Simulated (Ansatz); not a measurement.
# Lattice dynamics of TiSn (model cell, started as rocksalt type), part 2 of 2

The cell of TiSn (model cell, started as rocksalt type) is at rest. What are its phonons?

Ansatz 0.2.0; DFT PBE, scalar-relativistic, plane waves, PAW.

So far: Set-up; The dispersion.

The structure was built from a prototype and need not be the compound's stable phase.

## Step 2: The dispersion (continued)

The phonon density of states has structure finer than the step of the table below, so its rows give means over 10 cm⁻¹, whole bins alone (the curve runs from -11 to 241 cm⁻¹). Peaks (cm⁻¹: height): 139.0: 0.0574, 229.0: 0.182.

Tetrahedra on a 20×20×20 mesh, mean over bins of 2 cm-1. Interpolated from a 4×4×4 q mesh. Table of phonon density of states by wavenumber; means over each step:

| wavenumber (cm⁻¹) | phonon density of states (1/cm⁻¹/cell) |
| --- | --- |
| 0 | 3.3e-5 |
| 10 | 5.8e-4 |
| 20 | 0.00351 |
| 30 | 0.00908 |
| 40 | 0.0177 |
| 50 | 0.0290 |
| 60 | 0.0259 |
| 70 | 0.0221 |
| 80 | 0.0216 |
| 90 | 0.0218 |
| 100 | 0.0227 |
| 110 | 0.0241 |
| 120 | 0.0272 |
| 130 | 0.0356 |
| 140 | 0.0381 |
| 150 | 0.00111 |
| 160 | 0 |
| 170 | 0 |
| 180 | 0.00203 |
| 190 | 0.0289 |
| 200 | 0.0435 |
| 210 | 0.0449 |
| 220 | 0.0554 |
| 230 | 0.119 |

The partial phonon density of states has structure finer than the step of the table below, so its rows give means over 10 cm⁻¹, whole bins alone (the curve runs from -10 to 259 cm⁻¹). Peaks (cm⁻¹: height): Sn 47.4: 0.021, 79.5: 0.0207, 96.4: 0.0256, 111.6: 0.0318, 125.2: 0.0381, 138.7: 0.0446, 229.9: 0.0396; Ti 196.1: 0.0466, 228.2: 0.106.

Phonopy on the run's constants, 17x17x17 mesh, Gaussian sigma 2.0 cm-1. Interpolated from a 4×4×4 q mesh. Table of partial phonon density of states by wavenumber; means over each step; values in 1/cm⁻¹/cell:

| wavenumber (cm⁻¹) | Sn | Ti |
| --- | --- | --- |
| 0 | 1.7e-4 | 7.6e-5 |
| 10 | 5.2e-4 | 2.2e-4 |
| 20 | 0.00295 | 0.00128 |
| 30 | 0.00649 | 0.00292 |
| 40 | 0.0123 | 0.00563 |
| 50 | 0.0194 | 0.00885 |
| 60 | 0.0180 | 0.00792 |
| 70 | 0.0139 | 0.00581 |
| 80 | 0.0176 | 0.00697 |
| 90 | 0.0143 | 0.00506 |
| 100 | 0.0160 | 0.00527 |
| 110 | 0.0223 | 0.00599 |
| 120 | 0.0199 | 0.00379 |
| 130 | 0.0308 | 0.00340 |
| 140 | 0.0371 | 0.00164 |
| 150 | 0.00292 | 8.0e-5 |
| 160 | 6.0e-7 | 0 |
| 170 | 0 | 8.0e-7 |
| 180 | 1.2e-4 | 0.00316 |
| 190 | 0.00231 | 0.0264 |
| 200 | 0.00550 | 0.0370 |
| 210 | 0.00843 | 0.0360 |
| 220 | 0.0145 | 0.0442 |
| 230 | 0.0313 | 0.0814 |
| 240 | 0.00295 | 0.00693 |
| 250 | 3.6e-6 | 1.0e-5 |

Second derivatives of the energy by pair, one row for each kind of neighbour of each atom listed. Each entry sums the pair over the periodic images of the supercell that the q mesh stands for, and in a polar crystal it holds the long-range dipole part too. Force constants by pair, by row:

| atom | neighbour | distance (Å) | third of the trace (eV/Å²) | along the pair's line (eV/Å²) |
| --- | --- | --- | --- | --- |
| Ti1 | itself | 0 | 6.69 | – |
| Ti1 | Sn | 2.801 | -1.193 | -3.33 |
| Ti1 | Ti | 3.961 | 0.0179 | -0.1627 |
| Ti1 | Sn | 4.851 | -0.0494 | -0.1941 |
| Ti1 | Ti | 5.601 | -0.0316 | -0.081 |
| Ti1 | Sn | 6.262 | 0.0199 | 0.0583 |
| Ti1 | Ti | 6.86 | 0.014 | 0.0524 |
| Sn2 | itself | 0 | 8.248 | – |
| Sn2 | Ti | 2.801 | -1.193 | -3.33 |
| Sn2 | Sn | 3.961 | -0.0519 | -0.1982 |
| Sn2 | Ti | 4.851 | -0.0494 | -0.1941 |
| Sn2 | Sn | 5.601 | -0.0855 | -0.1912 |
| Sn2 | Ti | 6.262 | 0.0199 | 0.0583 |
| Sn2 | Sn | 6.86 | 0.0111 | 0.0106 |

Symmetry leaves 8 wavevectors to solve. The lowest mode among them, the acoustic zeros apart, lies at q = (0, -0.5, -0.5) and is imaginary, 11.3i cm⁻¹, so the energy falls along it.

## Step 3: Isotope substitution, element Sn, natural mass 118.71 amu

An isotope changes the mass and not the force constants, so no new electronic calculation is needed; the shifts show which modes move this element.

The same force constants with the mass of Sn changed from 118.710 to 123.905 u (phonopy, no LO-TO term). Both lists are sorted by frequency; levels can cross, so a row need not hold one and the same mode. Modes under 3 cm⁻¹ are left out. Isotope shifts, by row:

| q | rank | natural mass (cm⁻¹) | changed mass (cm⁻¹) |
| --- | --- | --- | --- |
| 0 0 0 | 4 | 241.4 | 239.9 |
| 0 0 0 | 5 | 241.4 | 239.9 |
| 0 0 0 | 6 | 241.4 | 239.9 |
| 0 0 0.25 | 1 | 77.5 | 76.29 |
| 0 0 0.25 | 2 | 77.5 | 76.29 |
| 0 0 0.25 | 3 | 96.47 | 94.91 |
| 0 0 0.25 | 4 | 218 | 216.8 |
| 0 0 0.25 | 5 | 218 | 216.8 |
| 0 0 0.25 | 6 | 228.1 | 226.9 |
| 0 0 -0.5 | 1 | 135.5 | 132.7 |
| 0 0 -0.5 | 2 | 135.5 | 132.7 |
| 0 0 -0.5 | 3 | 150 | 146.8 |
| 0 0 -0.5 | 4 | 180.5 | 180.5 |
| 0 0 -0.5 | 5 | 180.5 | 180.5 |
| 0 0 -0.5 | 6 | 223.3 | 223.3 |
| 0 0.25 0.25 | 1 | 32.78 | 32.3 |
| 0 0.25 0.25 | 2 | 32.78 | 32.3 |
| 0 0.25 0.25 | 3 | 135.4 | 132.6 |
| 0 0.25 0.25 | 4 | 194.2 | 194.1 |
| 0 0.25 0.25 | 5 | 233 | 231.5 |
| 0 0.25 0.25 | 6 | 233 | 231.5 |

A mode of this element alone would shift by -2.12 %. The highest zone-centre frequency without the field goes from 241.4 to 239.9 cm⁻¹ (-0.6 %). The product of the frequency ratios over all optical modes at Γ is 0.982; the product rule, (m/m′)^(3k/2) (M′/M)^(3/2) with k = 1 such atoms and M the mass of the cell, gives 0.982.

## Step 4: Another isotope, element Ti, natural mass 47.867 amu

The same for Ti, from 47.87 to 49.94 u.

The same force constants with the mass of Ti changed from 47.867 to 49.945 u (phonopy, no LO-TO term). Both lists are sorted by frequency; levels can cross, so a row need not hold one and the same mode. Modes under 3 cm⁻¹ are left out. Isotope shifts, by row:

| q | rank | natural mass (cm⁻¹) | changed mass (cm⁻¹) |
| --- | --- | --- | --- |
| 0 0 0 | 4 | 241.4 | 237.8 |
| 0 0 0 | 5 | 241.4 | 237.8 |
| 0 0 0 | 6 | 241.4 | 237.8 |
| 0 0 0.25 | 1 | 77.5 | 77.04 |
| 0 0 0.25 | 2 | 77.5 | 77.04 |
| 0 0 0.25 | 3 | 96.47 | 95.96 |
| 0 0 0.25 | 4 | 218 | 214.7 |
| 0 0 0.25 | 5 | 218 | 214.7 |
| 0 0 0.25 | 6 | 228.1 | 224.5 |
| 0 0 -0.5 | 1 | 135.5 | 135.5 |
| 0 0 -0.5 | 2 | 135.5 | 135.5 |
| 0 0 -0.5 | 3 | 150 | 150 |
| 0 0 -0.5 | 4 | 180.5 | 176.7 |
| 0 0 -0.5 | 5 | 180.5 | 176.7 |
| 0 0 -0.5 | 6 | 223.3 | 218.6 |
| 0 0.25 0.25 | 1 | 32.78 | 32.57 |
| 0 0.25 0.25 | 2 | 32.78 | 32.57 |
| 0 0.25 0.25 | 3 | 135.4 | 135.4 |
| 0 0.25 0.25 | 4 | 194.2 | 190.2 |
| 0 0.25 0.25 | 5 | 233 | 229.6 |
| 0 0.25 0.25 | 6 | 233 | 229.6 |

A mode of this element alone would shift by -2.10 %. The highest zone-centre frequency without the field goes from 241.4 to 237.8 cm⁻¹ (-1.5 %). The product of the frequency ratios over all optical modes at Γ is 0.956; the product rule, (m/m′)^(3k/2) (M′/M)^(3/2) with k = 1 such atoms and M the mass of the cell, gives 0.956.

## Step 5: Summary of results

```yaml
space_group_within_0p01_a: Fm-3m
volume_per_atom: 22.0 Å³
electronic_character: no gap on this mesh
highest_optical_mode_at_the_zone_centre_no_lo_to_term: 241 cm⁻¹
lowest_optical_zone_centre_mode: 241 cm⁻¹
lowest_mode_on_the_q_mesh_acoustic_modes_at_gamma_apart: -11.3 cm⁻¹
highest_frequency_on_the_path_or_at_a_solved_wavevector: 241 cm⁻¹
imaginary_modes_on_the_4x4x4_q_mesh: yes
```

**Reading.** Modes are clearly imaginary (beyond 10i cm⁻¹) at 1 of the 8 irreducible wavevectors, most at q = (0, -0.5, -0.5) (11.3i cm⁻¹), so this structure is not a minimum of the energy. The optical modes at Γ form one degenerate level at 241 cm⁻¹. With no gap, or one that is small against the smearing, the frequencies hang on the k mesh and the smearing, most of all near Kohn anomalies. Spin-orbit coupling is left out, which can matter for the heavy elements here. The starting cell was built on a prototype and not taken from a measurement, so the phase need not exist. These are harmonic frequencies at zero temperature: anharmonic shifts, linewidths and thermal expansion are left out.

[Logs are printed without paths, hosts, clocks, repeated set-up lines and the standing remarks that a program may print on its own settings, such as how far it seeks lower states.]

[Hosts, paths, dates, database ids (printed as entryN), source tags and the programs' standing remarks are cut or masked in the printed files.]
